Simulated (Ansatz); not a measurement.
# Quasi-harmonic thermodynamics of AlFe (Pm-3m), part 3 of 3

Aim: the lattice, expansion, heat capacity and bulk modulus of AlFe as it warms.

Ansatz 0.2.0; DFT PBE, scalar-relativistic, plane waves, PAW.

So far, principal linear expansion coefficients at 298 K (× 1e-6/K): step 5 (phonons on strained cells) 12.4. Also isothermal bulk modulus at 298 K (GPa): step 5 163. The relaxed cell has a = 2.875 Å (conventional setting).

### Step 6. Phonons on strained cells, q-mesh 4×4×4

The study relaxes the crystal at several strains, solves the phonons on some of them and minimises the free energy at each temperature (static energy, vibrations, the electrons in a metal, and PV under a set pressure); the q-mesh sets how far the force constants reach.

input.yaml reads:

```yaml
crystal:
  lattice:
    - [2.8749283646, 0.0, 0.0]
    - [0.0, 2.8749283646, 0.0]
    - [0.0, 0.0, 2.8749283646]
  atoms:
    - { symbol: Al, position: [0.0, 0.0, 0.0] }
    - { symbol: Fe, position: [0.5, 0.5, 0.5], spin: 0.8 }
kpoints:
  mp_grid: { grid: [16, 16, 16] }
hamiltonian:
  xc: pbe
scf:
  occupations: { method: gaussian, width: 0.15 }
output:
  eigenvalues: true
  populations: true
magnetization:
  spin_polarized: true
phonons:
  method: dfpt
  qmesh: [4, 4, 4]
  temperatures: { t_max: 900.0, t_step: 50 }
  thermal_expansion: {}
```

Run with:

```console
> ansatz run input.yaml --threads 4 --pin off --max-ram 8192MiB --backend cpu --events-out ev --progress --plain --runs-dir out
```

Numbers of over 12 decimals in the logs are rounded to 6 here.

Output:

```text
The last accepted step is kept in <dir> (removed where the run ends without a failure and the disk answers)
Engine: ansatz 0.2.0, aarch64-unknown-linux-gnu
Pseudopotentials: kind: paw
Pseudopotential: Al, paw, valence charge 3, recommended cutoff 420 eV (normal), Al.paw.azcp
Pseudopotential: Fe, paw, valence charge 16, recommended cutoff 420 eV (normal), Fe.paw.azcp
Functional definition: PBE
  parameter kappa = 0.804
  parameter beta = 0.066725
  exchange = pbe_x(kappa = kappa, mu = beta*pi^2/3)
  correlation = pbe_c(beta = beta)
Crystal: 2 atoms, lattice volume = 23.762 Å³
Basis set: ecut = 487.2 eV, 587 PW (Γ), exchange–correlation on 48×48×48 points (8 copies of the dense FFT grid, shifted against one another)
Bands: 14, of which v1, the nominal top of the filled ones, is band 10 counted from 1 (9 counted from 0)
Symmetry: 48 space group operations
Space group: Pm-3m (ITA 221), of the structure as read, at distance tolerance 2.9e-5 Å
Magnetic group: BNS 221.92 (UNI 1594), of the structure as read, at distance tolerance 2.9e-5 Å
k-points: 165 of 4096
Non-local potential: Al, projectors of the file, l = 0: 2, l = 1: 2, l = 2: 1
Non-local potential: Fe, projectors of the file, l = 0: 3, l = 1: 2, l = 2: 3, l = 3: 1
PAW form: soft (Blöchl's): semilocal exchange-correlation on the pseudo side does not see the compensation charge
PAW one-centre angular grid: Al, 110 points (default); XC on 64 Gauss nodes
PAW one-centre angular grid: Fe, 590 points (default); XC on 64 Gauss nodes
Initial density: superposition of atomic densities (chi_scale 0.1, normalization cell)
Starting moments: Σ|m| = 0.8 μB on 1 of 2 sites
Initial wavefunctions: pseudopotential atomic-orbital guess
Functional: x = pbe(κ = 0.804, μ = 0.219515), c = pbe(β = 0.066725)
SCF iter   1: F=—  HF=-5018.162565 eV  |F-HF|=—  |Δ(HF+E_count)|=         —  Δρ=5.42e-2 (↑5.21e-2 ↓5.42e-2)  dr2=1.61e0  dr2_m=2.16e-2  M=0.771 μB ∫|m|=0.831 μB  β_m=0.30  ethr=3.10e-3  ⟨swp⟩=4.1  Hψ=21242  notcnv=0
Mixer restart at iter 1: flushing history
preconditioner: auto → none  [metal: Δε(μ)=0.003 eV  Ē_g=7.744 eV  σ=0.150 eV  W_gap=0.01  n_scr=6 (ndim 8)  ℏωp=25.3 eV  f_vac=0.000  D(μ)=2.50/eV (n_scr^D=26)  sad-step TF]
SCF iter   2: F=—  HF=-5017.549316 eV  |F-HF|=—  |Δ(HF+E_count)|=   6.13e-1  Δρ=2.12e-2 (↑2.12e-2 ↓1.55e-2)  dr2=1.70e-1  dr2_m=1.69e-2  M=0.787 μB ∫|m|=0.858 μB  β_m=0.33  ethr=3.10e-3  ⟨swp⟩=2.7  Hψ=10745  notcnv=0  defer=22
SCF iter   3: F=—  HF=-5017.949109 eV  |F-HF|=—  |Δ(HF+E_count)|=         —  Δρ=1.69e-2 (↑1.69e-2 ↓8.28e-3)  dr2=1.06e-1  dr2_m=1.22e-2  M=0.798 μB ∫|m|=0.890 μB  β_m=0.33  ethr=8.93e-4  ⟨swp⟩=2.0  Hψ=6106  notcnv=0  defer=24
Mixer restart at iter 3: flushing history
[...]
SCF converged after 14 iterations
Magnetization: 0.6988 μB (9.8494 up, 9.1506 down)
Absolute magnetization: 0.7998 μB (∫|ρ↑−ρ↓|, with the PAW one-centre terms)
Spin contamination: 0.0078 ħ² per cell (⟨S²⟩ above its minimum at these occupations)
Per-site moments (μB) at R_I (Å): [(-0.027256, 1.027026), (0.730208, 1.027026)]
Free energy (F): -5018.636142 eV
Harris-Foulkes:  -5018.636142 eV  (|F-HF|=1.82e-12)
Internal energy: -5018.611632 eV  (E = F + TS)
E sigma→0 (E₀):  -5018.623887 eV
Entropy (-TS):   -0.024510 eV (-12.255 meV/atom)
Fermi energy:    14.081364 eV
--- Per-component energies (eV) ---
  E_band       = -247.670944
  E_kinetic    = 381.813947
  E_local      = -2746.012227  (includes V_loc(G=0)·N_el)
  E_nonlocal   = 226.776341
  E_hartree    = 1188.347560
  E_xc         = -159.956432
  E_vxc        = -183.848655  (∫ρ·V_xc dr)
  E_paw        = -1833.802467  (= ΣΔE_a)
  E_vpaw       = -303.095739  (= ΣTr[D̂ρ^β])
  E_aug_tail   = 0.000256  (compensation charges beyond the density's cutoff)
  E_ewald      = -2075.778611
  E_smearing   = -0.024510  (= −TS)
  E_closure    = 0.000000  (closes the sum)
  Σ components = -5018.636142   (vs F -5018.636142, Δ=0.00e0)
--- Forces (eV/Å), atoms counted from 1 ---
  atom   1  Al     0.00000000     0.00000000     0.00000000
  atom   2  Fe     0.00000000    -0.00000000    -0.00000000
  max |Σ_I F_I| component: 6.94e-29 eV/Å
--- Stress (GPa, compression-positive) ---
       -0.000378      -0.000000       0.000000
        0.000000      -0.000378       0.000000
        0.000000       0.000000      -0.000378
  P = ⅓ Tr σ = -0.0004 GPa (-0.004 kbar)
--- Band table (eV; the first three rows and the last of 330) ---
  k-point 0 ↑: bands = [... 6 lower, 11.5386, 13.6855, 13.6855, 13.6855, 20.3774, 20.3774, 20.3774, 23.3408]
  k-point 1 ↑: bands = [... 6 lower, 11.5604, 13.6412, 13.6412, 13.6901, 19.7045, 20.4836, 20.4836, 23.3211]
  k-point 2 ↑: bands = [... 6 lower, 11.6232, 13.5200, 13.5200, 13.7032, 18.4606, 20.7912, 20.7912, 23.2628]
  k-point 164 ↓: bands = [... 6 lower, 10.8362, 15.1156, 15.1156, 17.0493, 17.0493, 17.0493, 18.2253, 20.3970]
── thermal expansion: 3 new cells, 3 in all ──
thermal expansion: relaxation of cell 2
thermal expansion: relaxation of cell 3
── thermal expansion: 2 new cells, 5 in all ──
thermal expansion: relaxation of cell 4
thermal expansion: lower-state search of cell 4
thermal expansion: electrons of cell 4
thermal expansion: phonons of cell 4
thermal expansion: relaxation of cell 5
thermal expansion: electrons of cell 1
thermal expansion: electrons of cell 2
thermal expansion: electrons of cell 3
thermal expansion: electrons of cell 5
thermal expansion: phonons of cell 5
── thermal expansion: 6 new cells, 11 in all ──
thermal expansion: relaxation of cell 6
thermal expansion: relaxation of cell 7
thermal expansion: relaxation of cell 8
thermal expansion: relaxation of cell 9
thermal expansion: relaxation of cell 10
thermal expansion: relaxation of cell 11
thermal expansion: electrons of cell 6
thermal expansion: electrons of cell 7
thermal expansion: electrons of cell 8
thermal expansion: electrons of cell 9
thermal expansion: electrons of cell 10
thermal expansion: electrons of cell 11
thermal expansion: phonons of cell 6
thermal expansion: phonons of cell 7
```

Elapsed: 45 min, on 4 threads of Arm Neoverse V2, shared host; peak memory 4.3 GiB.

The run was cut off at its time limit.

### Step 7. Results

```
settings of these figures                        : PBE, 487.2 eV, k 16×16×16, q 2×2×2
volume expansion coefficient at 298 K            : 37.26 1e-6/K
C_P at 298 K                                     : 23.27 J/mol-atom/K
entropy at 298 K                                 : 24.97 J/mol-atom/K
isothermal bulk modulus at 298 K                 : 163.4 GPa
Grüneisen parameter at 298 K                     : 1.936
volume at 298 K                                  : 12.03 Å³/atom
principal linear expansion coefficients at 298 K : 12.42, 12.42, 12.42 1e-6/K
```

Near room temperature AlFe expands by 37.3 × 10⁻⁶/K in volume by PBE, with C_P = 23.3 J/(mol K) per mole of atoms and B_T = 163 GPa. The q-mesh is coarse, and the expansion can converge slowly with it. C_P at room temperature is 93 % of the classical 3R an atom. In this metal the study includes the electrons' free energy, which adds a term that grows with temperature, so the heat capacities need not level off at 3R.

[Logs are printed without paths, hosts, clocks, repeated set-up lines and the standing remarks that a program may print on its own settings, such as how far it seeks lower states.]

[Hosts, paths, dates, database ids (printed as entryN), source tags and the programs' standing remarks are cut or masked in the printed files.]

[A step with changed settings may run another functional than the one named; its input shows which.]
